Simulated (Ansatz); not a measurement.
# Ge wire along [100], 25 atoms a period, H-terminated: bands along the axis

Aim: is the Ge wire along [100], 25 atoms a period, H-terminated a metal or a semiconductor?

Main program and level: Ansatz 0.2.0; DFT PBE, plane waves, PAW; relaxation of a wire's period; PAW set soft_1, in the first sound run; inputs show where later runs differ.

## 1. Set-up

The cell holds 45 atoms: 25 Ge and 20 H. Its edges and angles: a = 20.121 Å, b = 20.121 Å, c = 5.760 Å, α = 90.0°, β = 90.0°, γ = 90.0°. Vacuum lies along a and b. The structure's axis is c.

## 2. Relaxation of atoms and period

Band widths follow the bond lengths, so the wire is relaxed first. The atoms and the third cell vector are free; the box across stays fixed as vacuum. A Fermi-Dirac smearing is set since the result may be a metal. The pressure printed is a third of the stress's trace over the whole box, vacuum included; only the stress along the axis is relaxed.

Input file input.yaml:

```yaml
crystal:
  lattice:
    - [20.121, 0.0, 0.0]
    - [0.0, 20.121, 0.0]
    - [0.0, 0.0, 5.76]
  atoms:
    - { symbol: Ge, position: [0.213740193, 0.500008271, 0.0] }
    - { symbol: Ge, position: [0.356874232, 0.356874232, 0.0] }
    - { symbol: Ge, position: [0.356874232, 0.64314231, 0.0] }
    - { symbol: Ge, position: [0.500008271, 0.213740193, 0.0] }
    - { symbol: Ge, position: [0.500008271, 0.500008271, 0.0] }
    - { symbol: Ge, position: [0.500008271, 0.786276349, 0.0] }
    - { symbol: Ge, position: [0.64314231, 0.356874232, 0.0] }
    - { symbol: Ge, position: [0.64314231, 0.64314231, 0.0] }
    - { symbol: Ge, position: [0.786276349, 0.500008271, 0.0] }
    - { symbol: H, position: [0.168977685, 0.455245763, 0.156365698] }
    - { symbol: H, position: [0.312111724, 0.312111724, 0.156365698] }
    - { symbol: H, position: [0.455245763, 0.168977685, 0.156365698] }
    - { symbol: H, position: [0.544770779, 0.831038857, 0.156365698] }
    - { symbol: H, position: [0.687904818, 0.687904818, 0.156365698] }
    - { symbol: H, position: [0.831038857, 0.544770779, 0.156365698] }
    - { symbol: Ge, position: [0.285307212, 0.57157529, 0.25] }
    - { symbol: Ge, position: [0.428441251, 0.428441251, 0.25] }
    - { symbol: Ge, position: [0.428441251, 0.71470933, 0.25] }
    - { symbol: Ge, position: [0.57157529, 0.285307212, 0.25] }
    - { symbol: Ge, position: [0.57157529, 0.57157529, 0.25] }
    - { symbol: Ge, position: [0.71470933, 0.428441251, 0.25] }
    - { symbol: H, position: [0.240544705, 0.616337798, 0.406365698] }
    - { symbol: H, position: [0.383678744, 0.759471837, 0.406365698] }
    - { symbol: H, position: [0.616337798, 0.240544705, 0.406365698] }
    - { symbol: H, position: [0.759471837, 0.383678744, 0.406365698] }
    - { symbol: Ge, position: [0.356874232, 0.500008271, 0.5] }
    - { symbol: Ge, position: [0.500008271, 0.356874232, 0.5] }
    - { symbol: Ge, position: [0.500008271, 0.64314231, 0.5] }
    - { symbol: Ge, position: [0.64314231, 0.500008271, 0.5] }
    - { symbol: H, position: [0.240544705, 0.383678744, 0.593634302] }
    - { symbol: H, position: [0.383678744, 0.240544705, 0.593634302] }
    - { symbol: H, position: [0.616337798, 0.759471837, 0.593634302] }
    - { symbol: H, position: [0.759471837, 0.616337798, 0.593634302] }
    - { symbol: Ge, position: [0.285307212, 0.428441251, 0.75] }
    - { symbol: Ge, position: [0.428441251, 0.285307212, 0.75] }
    - { symbol: Ge, position: [0.428441251, 0.57157529, 0.75] }
    - { symbol: Ge, position: [0.57157529, 0.428441251, 0.75] }
    - { symbol: Ge, position: [0.57157529, 0.71470933, 0.75] }
    - { symbol: Ge, position: [0.71470933, 0.57157529, 0.75] }
    - { symbol: H, position: [0.168977685, 0.544770779, 0.843634302] }
    - { symbol: H, position: [0.312111724, 0.687904818, 0.843634302] }
    - { symbol: H, position: [0.455245763, 0.831038857, 0.843634302] }
    - { symbol: H, position: [0.544770779, 0.168977685, 0.843634302] }
    - { symbol: H, position: [0.687904818, 0.312111724, 0.843634302] }
    - { symbol: H, position: [0.831038857, 0.455245763, 0.843634302] }
kpoints:
  mp_grid: { grid: [1, 1, 14] }
scf:
  occupations: { method: fermi_dirac, width: 0.05 }
hamiltonian:
  xc: pbe
  pseudopotentials: { kind: paw, azcp: { folder: soft_1 } }
relax:
  cell: { fix: [a, b, alpha, beta, gamma] }
  max_steps: 45
  f_tol: 0.03
```

The run is started by

```console
$ ansatz run input.yaml --threads 4 --pin off --max-ram 16384MiB --backend cpu --events-out ev --progress --plain --runs-dir out
```

Numbers of over 12 decimals in the logs are rounded to 6 here.

Output:

```text
Engine: ansatz 0.2.0, x86_64-unknown-linux-gnu
Pseudopotentials: kind: paw
Pseudopotential: Ge, paw, valence charge 14, recommended cutoff 420 eV (normal), soft_1/Ge.paw.azcp
Pseudopotential: H, paw, valence charge 1, recommended cutoff 420 eV (normal), soft_1/H.paw.azcp
Functional definition: PBE
  parameter kappa = 0.804
  parameter beta = 0.066725
  exchange = pbe_x(kappa = kappa, mu = beta*pi^2/3)
  correlation = pbe_c(beta = beta)
Crystal: 45 atoms, lattice volume = 2331.963 Å³
Basis set: ecut = 420 eV, 45619 PW (Γ), exchange–correlation on 270×270×80 points (8 copies of the dense FFT grid, shifted against one another)
Bands: 230, of which v1, the nominal top of the filled ones, is band 185 counted from 1 (184 counted from 0)
Symmetry: 8 space group operations
Space group: P-42m (ITA 111), of the structure as read, at distance tolerance 1.3e-4 Å
k-points: 8 of 14
Non-local potential: Ge, projectors of the file, l = 0: 2, l = 1: 2, l = 2: 3, l = 3: 1
Non-local potential: H, projectors of the file, l = 0: 2, l = 1: 1
PAW form: soft (Blöchl's): semilocal exchange-correlation on the pseudo side does not see the compensation charge
PAW one-centre angular grid: Ge, 590 points (default); XC on 64 Gauss nodes
PAW one-centre angular grid: H, 110 points (default); XC on 64 Gauss nodes
Initial density: superposition of atomic densities (neutral atoms: chi_scale 0, normalization atom)
Initial wavefunctions: pseudopotential atomic-orbital guess
Functional: x = pbe(κ = 0.804, μ = 0.219515), c = pbe(β = 0.066725)
SCF iter   1: F=—  HF=-107692.490663 eV  |F-HF|=—  |Δ(HF+E_count)|=         —  Δρ=3.10e-2  dr2=1.86e1  ethr=3.10e-3  ⟨swp⟩=6.9  Hψ=7423  notcnv=0  defer=27
preconditioner: auto → Resta (q_TF=auto, 2.007 Å⁻¹)  ε∞=1.5  [insulator: Δε(μ)=2.411 eV  Ē_g=21.795 eV  σ=0.050 eV  W_gap=1.00  n_scr=330 (ndim 8)  ℏωp=14.8 eV  f_vac=0.609  D(μ)=0.00/eV (n_scr^D=0)  ε∞_Penn≈1.5  vacuum switching on, ρ_ref=3.4e-2 e/Å³]
SCF iter   2: F=—  HF=-107688.419729 eV  |F-HF|=—  |Δ(HF+E_count)|=    4.07e0  Δρ=1.33e-2  dr2=4.14e0  ethr=3.10e-3  ⟨swp⟩=3.0  Hψ=2580  notcnv=0  defer=284
SCF iter   3: F=—  HF=-107688.726621 eV  |F-HF|=—  |Δ(HF+E_count)|=   3.07e-1  Δρ=5.52e-3  dr2=7.67e0  ethr=1.12e-3  ⟨swp⟩=4.0  Hψ=3832  notcnv=0  defer=287
SCF iter   4: F=—  HF=-107687.507894 eV  |F-HF|=—  |Δ(HF+E_count)|=    1.22e0  Δρ=1.65e-3  dr2=7.79e-2  ethr=1.12e-3  ⟨swp⟩=3.8  Hψ=3273  notcnv=0  defer=275
SCF iter   5: F=—  HF=-107687.508726 eV  |F-HF|=—  |Δ(HF+E_count)|=   8.32e-4  Δρ=7.46e-4  dr2=6.13e-3  ethr=2.10e-5  ⟨swp⟩=2.0  Hψ=2208  notcnv=0  defer=277
SCF iter   6: F=—  HF=-107687.511515 eV  |F-HF|=—  |Δ(HF+E_count)|=   2.79e-3  Δρ=1.33e-4  dr2=5.23e-4  ethr=1.66e-6  ⟨swp⟩=2.0  Hψ=3040  notcnv=0  defer=277
SCF iter   7: F=—  HF=-107687.511566 eV  |F-HF|=—  |Δ(HF+E_count)|=   5.09e-5  Δρ=3.91e-5  dr2=4.02e-5  ethr=1.41e-7  ⟨swp⟩=2.0  Hψ=3040  notcnv=0  defer=277
SCF iter   8: F=—  HF=-107687.511834 eV  |F-HF|=—  |Δ(HF+E_count)|=   2.68e-4  Δρ=1.56e-5  dr2=4.01e-6  ethr=1.09e-8  ⟨swp⟩=2.0  Hψ=3190  notcnv=0  defer=277
SCF iter   9: F=—  HF=-107687.511839 eV  |F-HF|=—  |Δ(HF+E_count)|=   5.14e-6  Δρ=4.37e-6  dr2=4.40e-7  ethr=1.08e-9  ⟨swp⟩=2.0  Hψ=3040  notcnv=0  defer=277
SCF iter  10: F=-107687.511839 eV  HF=-107687.511839 eV  |F-HF|=1.30e-8  |Δ(HF+E_count)|=   2.84e-7  Δρ=1.05e-6  dr2=2.27e-8  ethr=2.70e-11  ⟨swp⟩=4.2  Hψ=5651  notcnv=0
SCF 1 converged in 10 iterations: F = -107687.511839 eV  dr2 = 2.27e-8
  greatest PAW one-centre occupation: 0.998 electrons in one spin orbital (limit 2), on the Ge atom at site 0 (counted from 0), in its partial waves of l = 2
relax step   1: F+E_penalty+E_count = -107687.51183908 eV  Δ(F+E_penalty+E_count) = +0.000e0 eV  max|allowed force component| = 2.648e-1 eV/Å  Δτ_max = 0.0000 Å  P = -0.489 GPa  Ω = 2331.963 Å³  fix = [a, b, alpha, beta, gamma]  reactions: a -0.494, b -0.494 GPa  (10 SCF iters, dr2 threshold 1.00e-7 eV, accepted)
Crystal: 45 atoms, lattice volume = 2329.526 Å³
Basis set: ecut = 420 eV, 45603 PW (Γ), exchange–correlation on 270×270×80 points (8 copies of the dense FFT grid, shifted against one another)
Initial density: handed on by an earlier stage of this run
Initial wavefunctions: those handed on with the density
iter 1 solved again at ethr=7.81e-5 eV; its pass at ethr=3.10e-3 eV (dr2=2.89e-1 eV) is discarded
SCF iter   1: F=—  HF=-107687.653225 eV  |F-HF|=—  |Δ(HF+E_count)|=         —  Δρ=5.01e-3  dr2=2.99e-1  ethr=7.81e-5  ⟨swp⟩=4.8  Hψ=7575  notcnv=0
preconditioner: auto → Resta (q_TF=auto, 2.008 Å⁻¹)  ε∞=1.5  [insulator: Δε(μ)=2.489 eV  Ē_g=21.836 eV  σ=0.050 eV  W_gap=1.00  n_scr=330 (ndim 8)  ℏωp=14.8 eV  f_vac=0.651  D(μ)=0.00/eV (n_scr^D=0)  ε∞_Penn≈1.5  vacuum switching on, ρ_ref=3.5e-2 e/Å³]
SCF iter   2: F=—  HF=-107687.628049 eV  |F-HF|=—  |Δ(HF+E_count)|=   2.52e-2  Δρ=2.18e-3  dr2=9.01e-2  ethr=7.81e-5  ⟨swp⟩=4.6  Hψ=2883  notcnv=0
SCF iter   3: F=—  HF=-107687.635435 eV  |F-HF|=—  |Δ(HF+E_count)|=   7.39e-3  Δρ=1.28e-3  dr2=1.10e-1  ethr=2.43e-5  ⟨swp⟩=4.6  Hψ=2879  notcnv=0  defer=38
SCF iter   4: F=—  HF=-107687.620539 eV  |F-HF|=—  |Δ(HF+E_count)|=   1.49e-2  Δρ=2.31e-4  dr2=1.96e-3  ethr=2.43e-5  ⟨swp⟩=2.9  Hψ=2241  notcnv=0  defer=256
SCF iter   5: F=—  HF=-107687.620580 eV  |F-HF|=—  |Δ(HF+E_count)|=   4.14e-5  Δρ=7.87e-5  dr2=1.13e-4  ethr=5.30e-7  ⟨swp⟩=2.6  Hψ=2871  notcnv=0  defer=248
SCF iter   6: F=—  HF=-107687.620624 eV  |F-HF|=—  |Δ(HF+E_count)|=   4.33e-5  Δρ=2.44e-5  dr2=1.28e-5  ethr=3.06e-8  ⟨swp⟩=2.0  Hψ=3031  notcnv=0  defer=248
SCF iter   7: F=-107687.620624 eV  HF=-107687.620624 eV  |F-HF|=3.49e-7  |Δ(HF+E_count)|=   4.42e-7  Δρ=6.97e-6  dr2=9.61e-7  ethr=1.18e-9  ⟨swp⟩=4.9  Hψ=5268  notcnv=0
SCF 2 converged in 7 iterations: F = -107687.620624 eV  dr2 = 9.61e-7
  greatest PAW one-centre occupation: 0.998 electrons in one spin orbital (limit 2), on the Ge atom at site 5 (counted from 0), in its partial waves of l = 2
relax step   2: F+E_penalty+E_count = -107687.62062371 eV  Δ(F+E_penalty+E_count) = -1.088e-1 eV  max|allowed force component| = 1.708e-1 eV/Å  Δτ_max = 0.0850 Å  P = +0.013 GPa  Ω = 2329.526 Å³  energy of the carried Pulay correction = +3.165e-4 eV  fix = [a, b, alpha, beta, gamma]  reactions: a +0.013, b +0.013 GPa  (7 SCF iters, dr2 threshold 4.38e-6 eV, accepted)
Crystal: 45 atoms, lattice volume = 2324.943 Å³
Basis set: ecut = 420 eV, 45499 PW (Γ), exchange–correlation on 270×270×80 points (8 copies of the dense FFT grid, shifted against one another)
iter 1 solved again at ethr=1.42e-5 eV; its pass at ethr=3.10e-3 eV (dr2=5.24e-2 eV) is discarded
[...]
SCF 4 converged in 5 iterations: F = -107687.659871 eV  dr2 = 3.86e-10
relax step   4: F+E_penalty+E_count = -107687.65987107 eV  Δ(F+E_penalty+E_count) = +1.011e-3 eV  max|allowed force component| = 2.302e-2 eV/Å  Δτ_max = 0.0000 Å  P = -0.014 GPa  Ω = 2324.943 Å³  fix = [a, b, alpha, beta, gamma]  reactions: a -0.009, b -0.009 GPa  stress off target by 2.31e-2 GPa on what of the cell is left free  SCF on the basis re-selected at this cell (its energy is not comparable with the rows above)  (5 SCF iters)
basis re-selected at this cell: Δ(F+E_penalty+E_count) = +1.011e-3 eV, ΔP = +0.000 GPa vs the last step (what re-selecting the basis moved, of the pressure what is left beyond the Pulay correction that the steps carried, after the strain that the cell walked since its last selection, with what the two solves' SCF thresholds leave and, on support functions, any second-order correction that the steps lacked; it is no m [...]
SCF converged after 5 iterations
Free energy (F): -107687.659871 eV
Harris-Foulkes:  -107687.659871 eV  (|F-HF|=4.37e-10)
Internal energy: -107687.659871 eV  (E = F + TS)
E sigma→0 (E₀):  -107687.659871 eV
Fermi energy:    -0.843687 eV
--- Per-component energies (eV) ---
  E_band       = -7160.894160
  E_kinetic    = 2565.259857
  E_local      = -269593.906960  (includes V_loc(G=0)·N_el)
  E_nonlocal   = 5470.621721
  E_hartree    = 131785.042890
  E_xc         = -1951.666051
  E_vxc        = -1834.108864  (∫ρ·V_xc dr)
  E_paw        = -50365.684489  (= ΣΔE_a)
  E_vpaw       = -7338.830268  (= ΣTr[D̂ρ^β])
  E_aug_tail   = -0.018223  (compensation charges beyond the density's cutoff)
  E_ewald      = 74402.691384
  E_smearing   = -0.000000  (= −TS)
  E_closure    = -0.000000  (closes the sum)
  Σ components = -107687.659871   (vs F -107687.659871, Δ=0.00e0)
--- Forces (eV/Å), atoms counted from 1 ---
  atom   1  Ge    -0.01728590     0.00000000     0.00000000
  atom   2  Ge     0.00863196     0.00863196     0.02301650
  atom   3  Ge     0.00863196    -0.00863196    -0.02301650
  atom   4  Ge    -0.00000000    -0.01728590     0.00000000
  atom   5  Ge     0.00000000     0.00000000     0.00000000
  atom   6  Ge    -0.00000000     0.01728590    -0.00000000
  atom   7  Ge    -0.00863196     0.00863196    -0.02301650
  atom   8  Ge    -0.00863196    -0.00863196     0.02301650
  atom   9  Ge     0.01728590     0.00000000    -0.00000000
  atom  10  H      0.00493843     0.00728038    -0.00548189
  atom  11  H     -0.00052076    -0.00052076    -0.01259277
  atom  12  H      0.00728038     0.00493843    -0.00548189
  atom  13  H     -0.00728038    -0.00493843    -0.00548189
  atom  14  H      0.00052076     0.00052076    -0.01259277
  atom  15  H     -0.00493843    -0.00728038    -0.00548189
  atom  16  Ge    -0.00495366     0.01090282     0.01681941
  atom  17  Ge     0.01415473     0.01415473    -0.00909834
  atom  18  Ge    -0.01090282     0.00495366     0.01681941
  atom  19  Ge     0.01090282    -0.00495366     0.01681941
  atom  20  Ge    -0.01415473    -0.01415473    -0.00909834
  atom  21  Ge     0.00495366    -0.01090282     0.01681941
  atom  22  H     -0.00156528    -0.01279442    -0.01586670
  atom  23  H      0.01279442     0.00156528    -0.01586670
  atom  24  H     -0.01279442    -0.00156528    -0.01586670
  atom  25  H      0.00156528     0.01279442    -0.01586670
  atom  26  Ge     0.01013920     0.00000000    -0.00000000
  atom  27  Ge    -0.00000000     0.01013920     0.00000000
  atom  28  Ge    -0.00000000    -0.01013920     0.00000000
  atom  29  Ge    -0.01013920     0.00000000     0.00000000
  atom  30  H     -0.00156528     0.01279442     0.01586670
  atom  31  H      0.01279442    -0.00156528     0.01586670
  atom  32  H     -0.01279442     0.00156528     0.01586670
  atom  33  H      0.00156528    -0.01279442     0.01586670
  atom  34  Ge    -0.00495366    -0.01090282    -0.01681941
  atom  35  Ge    -0.01090282    -0.00495366    -0.01681941
  atom  36  Ge     0.01415473    -0.01415473     0.00909834
  atom  37  Ge    -0.01415473     0.01415473     0.00909834
  atom  38  Ge     0.01090282     0.00495366    -0.01681941
  atom  39  Ge     0.00495366     0.01090282    -0.01681941
  atom  40  H      0.00493843    -0.00728038     0.00548189
  atom  41  H     -0.00052076     0.00052076     0.01259277
  atom  42  H      0.00728038    -0.00493843     0.00548189
  atom  43  H     -0.00728038     0.00493843     0.00548189
  atom  44  H      0.00052076    -0.00052076     0.01259277
  atom  45  H     -0.00493843     0.00728038     0.00548189
  max |Σ_I F_I| component: 9.54e-18 eV/Å
--- Stress (GPa, compression-positive) ---
       -0.009046       0.000000       0.000000
        0.000000      -0.009046      -0.000000
        0.000000      -0.000000      -0.023119
  P = ⅓ Tr σ = -0.0137 GPa (-0.137 kbar)
--- Relaxed structure (3 steps of the walk, 3 accepted, 1 SCFs on fresh bases) ---
  F+E_penalty+E_count = -107687.65987107 eV   max|allowed force component| = 2.302e-2 eV/Å   (the final SCF, on the basis selected at the relaxed cell)
  cell:  # Å, volume = 2324.9431 Å³
    - [20.121, 0.0, 0.0]
    - [0.0, 20.121, 0]
    - [0.0, 0, 5.742661]
  atoms:
    - { symbol: Ge, position: [0.216639, 0.500008, 0] }
    - { symbol: Ge, position: [0.358728, 0.358728, -0.00452647] }
    - { symbol: Ge, position: [0.358728, 0.641289, 0.00452647] }
    - { symbol: Ge, position: [0.500008, 0.216639, 0] }
    - { symbol: Ge, position: [0.500008, 0.500008, 0] }
    - { symbol: Ge, position: [0.500008, 0.783378, 0] }
    - { symbol: Ge, position: [0.641289, 0.358728, 0.00452647] }
    - { symbol: Ge, position: [0.641289, 0.641289, -0.00452647] }
    - { symbol: Ge, position: [0.783378, 0.500008, 0] }
    - { symbol: H, position: [0.171211, 0.455837, 0.152992] }
    - { symbol: H, position: [0.314076, 0.314076, 0.152211] }
    - { symbol: H, position: [0.455837, 0.171211, 0.152992] }
    - { symbol: H, position: [0.544179, 0.828805, 0.152992] }
    - { symbol: H, position: [0.685941, 0.685941, 0.152211] }
    - { symbol: H, position: [0.828805, 0.544179, 0.152992] }
    - { symbol: Ge, position: [0.287352, 0.570022, 0.246523] }
    - { symbol: Ge, position: [0.428707, 0.428707, 0.250633] }
    - { symbol: Ge, position: [0.429995, 0.712664, 0.246523] }
    - { symbol: Ge, position: [0.570022, 0.287352, 0.246523] }
    - { symbol: Ge, position: [0.571310, 0.571310, 0.250633] }
    - { symbol: Ge, position: [0.712664, 0.429995, 0.246523] }
    - { symbol: H, position: [0.243201, 0.615109, 0.403289] }
    - { symbol: H, position: [0.384907, 0.756815, 0.403289] }
    - { symbol: H, position: [0.615109, 0.243201, 0.403289] }
    - { symbol: H, position: [0.756815, 0.384907, 0.403289] }
    - { symbol: Ge, position: [0.357529, 0.500008, 0.5] }
    - { symbol: Ge, position: [0.500008, 0.357529, 0.5] }
    - { symbol: Ge, position: [0.500008, 0.642488, 0.5] }
    - { symbol: Ge, position: [0.642488, 0.500008, 0.5] }
    - { symbol: H, position: [0.243201, 0.384907, 0.596711] }
    - { symbol: H, position: [0.384907, 0.243201, 0.596711] }
    - { symbol: H, position: [0.615109, 0.756815, 0.596711] }
    - { symbol: H, position: [0.756815, 0.615109, 0.596711] }
    - { symbol: Ge, position: [0.287352, 0.429995, 0.753477] }
    - { symbol: Ge, position: [0.429995, 0.287352, 0.753477] }
    - { symbol: Ge, position: [0.428707, 0.571310, 0.749367] }
    - { symbol: Ge, position: [0.571310, 0.428707, 0.749367] }
    - { symbol: Ge, position: [0.570022, 0.712664, 0.753477] }
    - { symbol: Ge, position: [0.712664, 0.570022, 0.753477] }
    - { symbol: H, position: [0.171211, 0.544179, 0.847008] }
    - { symbol: H, position: [0.314076, 0.685941, 0.847789] }
    - { symbol: H, position: [0.455837, 0.828805, 0.847008] }
    - { symbol: H, position: [0.544179, 0.171211, 0.847008] }
    - { symbol: H, position: [0.685941, 0.314076, 0.847789] }
    - { symbol: H, position: [0.828805, 0.455837, 0.847008] }
```

Elapsed: 9 min, on 4 threads of Intel Xeon Platinum 8259CL at 2.50GHz (Skylake/Cascade Lake), shared host; peak memory 9.2 GiB; 33 min of CPU time.

The steps of the relaxation:

```tsv
step	energy less that of the first step (eV)	largest force component (eV/Å)	pressure (GPa)	volume (Å³)
1	0.0000	0.2648	-0.49	2331.96
2	-0.1088	0.1708	0.01	2329.53
3	-0.1490	0.0230	-0.01	2324.94
4*	-0.1480	0.0230	-0.01	2324.94
```

Relaxation steps marked * repeat the geometry before them on a plane-wave basis chosen anew for their cell, so energy and pressure can jump there.

The run keeps the 8 symmetry operations that it works with, so distortions that break them were not tested.

```tsv
cell as run	before	after	change
c (Å)	5.760	5.743	-0.3 %
```

The atoms that moved most (Å, along periodic axes as changes of fractional coordinates times the final cell, across vacuum about the mean position):

```tsv
atom	dx	dy	dz	length
H32	-0.025	-0.053	0.018	0.061
H33	-0.053	-0.025	0.018	0.061
H25	-0.053	0.025	-0.018	0.061
H23	0.025	-0.053	-0.018	0.061
H24	-0.025	0.053	-0.018	0.061
H22	0.053	-0.025	-0.018	0.061
H31	0.025	0.053	0.018	0.061
H30	0.053	0.025	0.018	0.061
```

This step gave:

- cell length along the wire: 5.743 Å

The cell's length comes to 5.743 Å with spin left out.

(Continued in part 2 of 2.)

[Logs are printed without paths, hosts, clocks, repeated set-up lines and the standing remarks that a program may print on its own settings, such as how far it seeks lower states.]

[Hosts, paths, dates, database ids (printed as entryN), source tags and the programs' standing remarks are cut or masked in the printed files.]
